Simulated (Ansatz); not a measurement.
# Phonons of Pd-Ti stack of (111) layers

The plan: relax Pd-Ti stack of (111) layers, check its phonons, and, if the lattice is stable, compute its Eliashberg function and ρ(T).

Calculated with Ansatz 0.2.0; DFT LDA, scalar-relativistic, plane waves, PAW; PAW set soft_1.

Most raw output is cut from this account.

**1. Starting point**

The cell holds 2 atoms: 1 Pd and 1 Ti. Cell: a = 2.923 Å, b = 2.923 Å, c = 13.386 Å, α = 90.0°, β = 90.0°, γ = 120.0°. Vacuum lies along c.

**2. Rough relaxation**

Large forces or a large pressure at the start call for a first relaxation with loose thresholds.

Contents of input.yaml:

```yaml
crystal:
  lattice:
    - [2.92265, 0.0, 0.0]
    - [-1.46133, 2.53109, 0.0]
    - [0.0, 0.0, 13.38634]
  atoms:
    - { symbol: Pd, position: [0.0, 0.0, 0.41086669] }
    - { symbol: Ti, position: [0.33333333, 0.66666667, 0.58913331] }
  periodic: [true, true, false]
kpoints:
  mp_grid: { grid: [9, 9, 1] }
hamiltonian:
  xc: lda
  pseudopotentials: { kind: paw, azcp: { folder: soft_1 }, xc_functional: pbe }
scf:
  occupations: { method: gaussian, width: 0.1 }
output:
  forces: true
  stress: true
  eigenvalues: true
relax:
  adjacent_minimum: "off"
  f_tol: 0.05
  max_steps: 80
  cell: { stress_2d_tol: 0.02 }
```

On the command line:

```bash
$ ansatz run input.yaml --threads 4 --pin off --max-ram 12288MiB --backend cpu --events-out ev --progress --plain --runs-dir out
```

Elapsed: 15 s, on 4 threads of Arm Neoverse V1, shared host; peak memory 0.44 GiB; 55 s of CPU time.

Step by step:

| step | energy less that of the first step (eV) | largest force component (eV/Å) | volume (Å³) |
| --- | --- | --- | --- |
| 1 | 0.0000 | 1.8487 | 211.37 |
| 2 | -0.6482 | 0.3324 | 203.21 |
| 3 | -0.7349 | 0.5565 | 191.03 |
| 4 | -0.7558 | 0.0842 | 176.08 |
| 5 | -0.7794 | 0.0067 | 184.85 |
| 6 | -0.7808 | 0.0036 | 183.18 |
| 7 | -0.7808 | 0.0003 | 183.06 |
| 8* | -0.7799 | 0.0006 | 183.06 |

Relaxation steps marked * repeat the geometry before them on a plane-wave basis chosen anew for their cell, so energy and pressure can jump there.

The run keeps the 6 symmetry operations that it works with, so distortions that break them were not tested.

| cell as run | before | after | change |
| --- | --- | --- | --- |
| a (Å) | 2.923 | 2.720 | -6.9 % |
| b (Å) | 2.923 | 2.720 | -6.9 % |

The atoms that moved most (Å, along periodic axes as changes of fractional coordinates times the final cell, across vacuum about the mean position):

| atom | dx | dy | dz | length |
| --- | --- | --- | --- | --- |
| Pd1 | 0.000 | 0.000 | 0.151 | 0.151 |
| Ti2 | 0.000 | 0.000 | -0.151 | 0.151 |

The relaxed structure:

```cif
data_structure
_symmetry_space_group_name_H-M 'P 1'
_symmetry_Int_Tables_number 1
_cell_length_a 2.7199
_cell_length_b 2.7199
_cell_length_c 28.5727
_cell_angle_alpha 90.000
_cell_angle_beta 90.000
_cell_angle_gamma 120.000
_cell_volume 183.06
loop_
_atom_site_label
_atom_site_type_symbol
_atom_site_fract_x
_atom_site_fract_y
_atom_site_fract_z
_atom_site_occupancy
Pd1 Pd 0.00000 0.00000 0.19777 1
Ti2 Ti 0.33333 0.66667 0.27074 1
```

This step gave:

* metallic on mesh: yes
* gap on the k-mesh: 0 eV

The relaxation ends with a largest force component of 6.4e-4 eV/Å.

**3. Relaxation**

Lattice constant and positions set the bands and the force constants, so the cell is relaxed first.

input.yaml, the sections that differ from step 2:

```yaml
crystal:
  lattice:
    - [2.7199432806, 2.6865e-06, 0.0]
    - [-1.3599739669, 2.3555386345, 0.0]
    - [0.0, 0.0, 28.5726751719]
  atoms:
    - { symbol: Pd, position: [0.0, 0.0, 0.1977664186] }
    - { symbol: Ti, position: [0.3333333333, 0.6666666667, 0.2707350402] }
  periodic: [true, true, false]
kpoints:
  mp_grid: { grid: [12, 12, 1] }
relax:
  adjacent_minimum: "off"
  f_tol: 0.005
  max_steps: 80
  cell: { stress_2d_tol: 0.02 }
# hamiltonian, scf, output: as in step 2
```

It took 9.4 s on 4 threads; peak memory 0.45 GiB; 35 s of CPU time.

The steps of the relaxation:

| step | energy less that of the first step (eV) | largest force component (eV/Å) | volume (Å³) |
| --- | --- | --- | --- |
| 1 | 0.0000 | 0.0288 | 183.06 |
| 2 | -0.0003 | 0.0143 | 183.52 |
| 3 | -0.0003 | 0.0012 | 183.92 |
| 4 | -0.0003 | 0.0013 | 183.92 |

The log counts 1 steps on a newly chosen plane-wave basis, not all of them marked here; energy and pressure can jump at such steps.

| cell as run | before | after | change |
| --- | --- | --- | --- |
| a (Å) | 2.720 | 2.726 | +0.2 % |
| b (Å) | 2.720 | 2.726 | +0.2 % |

The relaxed structure:

```xyz
2
Lattice="2.7263 0.0000 0.0000 -1.3632 2.3611 0.0000 0.0000 0.0000 28.5727" Properties=species:S:1:pos:R:3
Pd    0.0000    0.0000    5.6560
Ti    0.0000    1.5740    7.7304
```

**4. Tight relaxation**

Phonons are second derivatives about the minimum, so the remaining forces must be small: the thresholds are tightened.

input.yaml, the sections that differ from step 3:

```yaml
crystal:
  lattice:
    - [2.7263192168, 2.6928e-06, 0.0]
    - [-1.3631619405, 2.3610603542, 0.0]
    - [0.0, 0.0, 28.5726751719]
  atoms:
    - { symbol: Pd, position: [0.0, 0.0, 0.1979499595] }
    - { symbol: Ti, position: [0.3333333333, 0.6666666667, 0.2705514993] }
  periodic: [true, true, false]
scf:
  occupations: { method: methfessel_paxton, width: 0.2 }
relax:
  adjacent_minimum: "off"
  f_tol: 0.001
  max_steps: 60
  cell: { stress_2d_tol: 0.002 }
# kpoints, hamiltonian, output: as in step 3
```

Wall time 14 s (4 threads); peak memory 0.45 GiB.

Little changed from the start: no atom moved by 0.005 Å and no cell edge by 0.1 %.

**5. Phonons by linear response: q 2×2×1, k 6×6×1**

Couplings are defined for a stable lattice alone, so phonons come first.

input.yaml, the sections that differ from step 4:

```yaml
crystal:
  lattice:
    - [2.7277421402, 2.6942e-06, 0.0]
    - [-1.3638734034, 2.3622926412, 0.0]
    - [0.0, 0.0, 28.5726751719]
  atoms:
    - { symbol: Pd, position: [0.0, 0.0, 0.1979891089] }
    - { symbol: Ti, position: [0.3333333333, 0.6666666667, 0.2705123499] }
  periodic: [true, true, false]
kpoints:
  mp_grid: { grid: [6, 6, 1] }
output:
  eigenvalues: true
phonons:
  method: dfpt
  qmesh: [2, 2, 1]
  temperatures: { t_max: 1000, t_step: 50 }
  qpath:
    path:
      - [0.0, 0.0, 0.0]
      - [0.5, 0.0, 0.0]
      - [0.33333333, 0.33333333, 0.0]
      - [0.0, 0.0, 0.0]
    npoints: 10
# hamiltonian, scf: as in step 4
# relax: removed
```

Wall time 27 s (4 threads); peak memory 0.66 GiB.

This step gave:

```yaml
share_of_imaginary_modes_in_the_plain_interpolation_between_solved_wavevectors: 0.288
highest_frequency_solved_or_plainly_interpolated: 249.8 cm⁻¹
```

Solved on the 2×2×1 mesh alone; all other wavevectors are interpolated. Phonon branches along the path, in cm⁻¹:

| point | branch 1 | branch 2 | branch 3 | branch 4 | branch 5 | branch 6 |
| --- | --- | --- | --- | --- | --- | --- |
| Γ | 0 | 0 | 0 | 86 | 86 | 250 |
| halfway | -156 | 33 | 67 | 106 | 156 | 214 |
| M | -226 | -27 | 93 | 124 | 166 | 221 |
| halfway | -206 | -53 | 9 | 144 | 164 | 212 |
| K | -161 | -146 | -46 | 159 | 182 | 190 |
| halfway | -164 | 27 | 58 | 111 | 166 | 206 |
| Γ | 0 | 0 | 0 | 86 | 86 | 250 |

Lowest modes at the softest wavevector of the mesh. Modes at q = (0.500, 0.500, 0.000), with each element's share of the kinetic energy (negative means imaginary):

| mode | frequency (cm⁻¹) | Pd % | Ti % |
| --- | --- | --- | --- |
| 1 | -225.6 | 3 | 97 |
| 2 | -27.1 | 21 | 79 |
| 3 | 92.8 | 37 | 63 |
| 4 | 123.9 | 63 | 37 |
| 5 | 166.0 | 82 | 18 |
| 6 | 220.8 | 93 | 7 |

Displacements in mode 1 (-225.6 cm⁻¹), the largest set to 1, in the home cell:
```
Pd1  0.01  0.00  0.14
Ti2 -1.00  0.58 -0.12
```

Displacements in mode 4 (123.9 cm⁻¹), the largest set to 1, in the home cell:
```
Pd1  0.50  0.87  0.00
Ti2 -0.58 -1.00  0.00
```

Among the solved wavevectors the lowest mode, translations apart, is -226 cm⁻¹, imaginary.

**6. Phonons by linear response: q 3×3×1, k 9×9×1**

An imaginary mode on so few k-points may come from the sampling, so the phonons are repeated with another q and k mesh.

input.yaml, as its differences from that of step 5:

```diff
@@ -10,3 +10,3 @@
 kpoints:
-  mp_grid: { grid: [6, 6, 1] }
+  mp_grid: { grid: [9, 9, 1] }
 hamiltonian:
@@ -20,3 +20,3 @@
   method: dfpt
-  qmesh: [2, 2, 1]
+  qmesh: [3, 3, 1]
   temperatures: { t_max: 1000, t_step: 50 }
```

It took 100 s on 4 threads; peak memory 1 GiB; 6.4 min of CPU time.

This step gave:

- share of imaginary modes in the plain interpolation between solved wavevectors: 0.0416
- highest frequency, solved or plainly interpolated: 247.1 cm⁻¹

Solved on the 3×3×1 mesh alone; all other wavevectors are interpolated. The phonon branches at the labelled points (cm⁻¹):

| point | branch 1 | branch 2 | branch 3 | branch 4 | branch 5 | branch 6 |
| --- | --- | --- | --- | --- | --- | --- |
| Γ | 0 | 0 | 0 | 86 | 86 | 247 |
| halfway | 62 | 84 | 138 | 140 | 171 | 239 |
| M | 67 | 87 | 125 | 138 | 214 | 222 |
| halfway | -84 | 86 | 109 | 150 | 186 | 213 |
| K | -140 | 53 | 86 | 160 | 184 | 196 |
| halfway | 69 | 103 | 127 | 147 | 173 | 234 |
| Γ | 0 | 0 | 0 | 86 | 86 | 247 |

Lowest modes at the softest wavevector of the mesh. Modes at q = (0.333, 0.333, 0.000), with each element's share of the kinetic energy (negative means imaginary):

| mode | frequency (cm⁻¹) | Pd % | Ti % |
| --- | --- | --- | --- |
| 1 | -140.0 | 0 | 100 |
| 2 | 53.0 | 25 | 75 |
| 3 | 85.8 | 8 | 92 |
| 4 | 160.5 | 75 | 25 |
| 5 | 184.3 | 100 | 0 |
| 6 | 195.5 | 92 | 8 |

Displacements in mode 1 (-140.0 cm⁻¹), the largest set to 1, in the home cell (x, y, z of the real part, then of the imaginary part):
```
Pd1  0.00  0.00  0.00  0.00  0.00  0.00
Ti2 -0.50 -0.87  0.00  0.87 -0.50  0.00
```

Displacements in mode 3 (85.8 cm⁻¹), the largest set to 1, in the home cell (x, y, z of the real part, then of the imaginary part):
```
Pd1  0.00 -0.14  0.00  0.14  0.00  0.00
Ti2  0.00  0.00 -1.00  0.00  0.00  0.00
```

The modes has structure finer than the step of the table below, so its rows give means over 20 cm⁻¹, whole bins alone (the curve runs from -150 to 264 cm⁻¹). Peaks (cm⁻¹: height): Pd 84.6: 0.0342, 123.7: 0.0355, 144.6: 0.0258, 183.7: 0.0156, 209.8: 0.0179; Ti 29.9: 0.00603, 84.6: 0.0336, 102.9: 0.0160, 126.3: 0.0267, 136.8: 0.0267, 181.1: 0.0101, 238.4: 0.0197.

Phonopy on the run's constants, 21x21x1 mesh, Gaussian sigma 3.0 cm⁻¹. The modes by wavenumber; means over each step; values in 1/cm⁻¹/cell:

| wavenumber (cm⁻¹) | Pd | Ti |
| --- | --- | --- |
| -140 | 0 | 0.00139 |
| -120 | 1.3e-6 | 0.00275 |
| -100 | 5.9e-6 | 0.00220 |
| -80 | 1.0e-5 | 0.00209 |
| -60 | 2.3e-5 | 0.00174 |
| -40 | 9.3e-6 | 0.00111 |
| -20 | 1.2e-5 | 0.00113 |
| 0 | 3.9e-4 | 1.7e-4 |
| 20 | 0.00197 | 0.00225 |
| 40 | 0.00505 | 0.00310 |
| 60 | 0.0118 | 0.00799 |
| 80 | 0.0253 | 0.0218 |
| 100 | 0.0125 | 0.0127 |
| 120 | 0.0175 | 0.0170 |
| 140 | 0.0179 | 0.0240 |
| 160 | 0.0102 | 0.00813 |
| 180 | 0.0132 | 0.00934 |
| 200 | 0.0136 | 0.00683 |
| 220 | 0.0138 | 0.00961 |
| 240 | 0.00653 | 0.0144 |

No LO-TO term; unit eigenvectors of the mass-weighted matrix. The modes at Γ (shares of kinetic energy by element, %):

| mode | frequency (cm⁻¹) | symmetry | Pd % | Ti % |
| --- | --- | --- | --- | --- |
| 1 | 0.0 | unnamed | 69 | 31 |
| 2 | 0.0 | unnamed | 69 | 31 |
| 3 | 0.0 | unnamed | 69 | 31 |
| 4 | 86.3 | E | 31 | 69 |
| 5 | 86.3 | E | 31 | 69 |
| 6 | 247.1 | A1 | 31 | 69 |

Displacements in mode 4 (86.3 cm⁻¹), the largest set to 1:
```
Pd1 -0.12 -0.45  0.00
Ti2  0.27  1.00  0.00
```

Displacements in mode 6 (247.1 cm⁻¹), the largest set to 1:
```
Pd1  0.00  0.00 -0.45
Ti2  0.00  0.00  1.00
```

Among the solved wavevectors the lowest mode, translations apart, is -140 cm⁻¹, imaginary.

**7. Resistivity: q 3×3×1, k 9×9×1, scattering 18×18×1**

Phonons, couplings and the Boltzmann equation in one run.

input.yaml, as its differences from that of step 6:

```diff
@@ -29 +29,4 @@
     npoints: 10
+  electrical_resistivity:
+    mesh: [18, 18, 1]
+    temperatures: [20.0, 50.0, 77.0, 100.0, 150.0, 200.0, 300.0, 400.0, 600.0, 800.0]
```

It took 83 s on 4 threads; peak memory 1 GiB.

The run ended with an error.

The program's message: “electrical resistivity: the mode of lowest frequency at the wavevector [0.3333, 0.3333, 0.0000] is imaginary, -140.05 cm⁻¹ (written negative): the force constants describe an unstable lattice; relax t …”

The run stops because a mode is imaginary on the scattering mesh, where no scattering rate is defined; denser k meshes, other smearings and, between solved wavevectors, finer q meshes show whether the instability is real.

**8. Results**

```yaml
phonon_run_of_the_rows_without_a_label_of_their_own: LDA, q 3×3×1, k 9×9×1
softest_mode_on_the_q_mesh: -140 cm⁻¹ at q = (0.333, 0.333, 0)
highest_frequency_solved_or_plainly_interpolated: 247 cm⁻¹
```

What this shows: The lattice is dynamically unstable at this level: a mode at q = (0.333, 0.333, 0) is imaginary, 140i cm⁻¹, so no harmonic coupling constant or resistivity is defined for this structure. These meshes are coarse, and single modes of a metal can move by tens of cm⁻¹ with the k mesh. The coarser mesh found an imaginary mode at another wavevector, which this mesh lacks. The phonon runs are not spin-polarised. The PAW files were made for PBE; under other functionals the run regenerates their frozen core. The structure was built by hand as an ordered model, and its stability against other phases was not tested.

[Logs are printed without paths, hosts, clocks, repeated set-up lines and the standing remarks that a program may print on its own settings, such as how far it seeks lower states.]

[Hosts, paths, dates, database ids (printed as entryN), source tags and the programs' standing remarks are cut or masked in the printed files.]
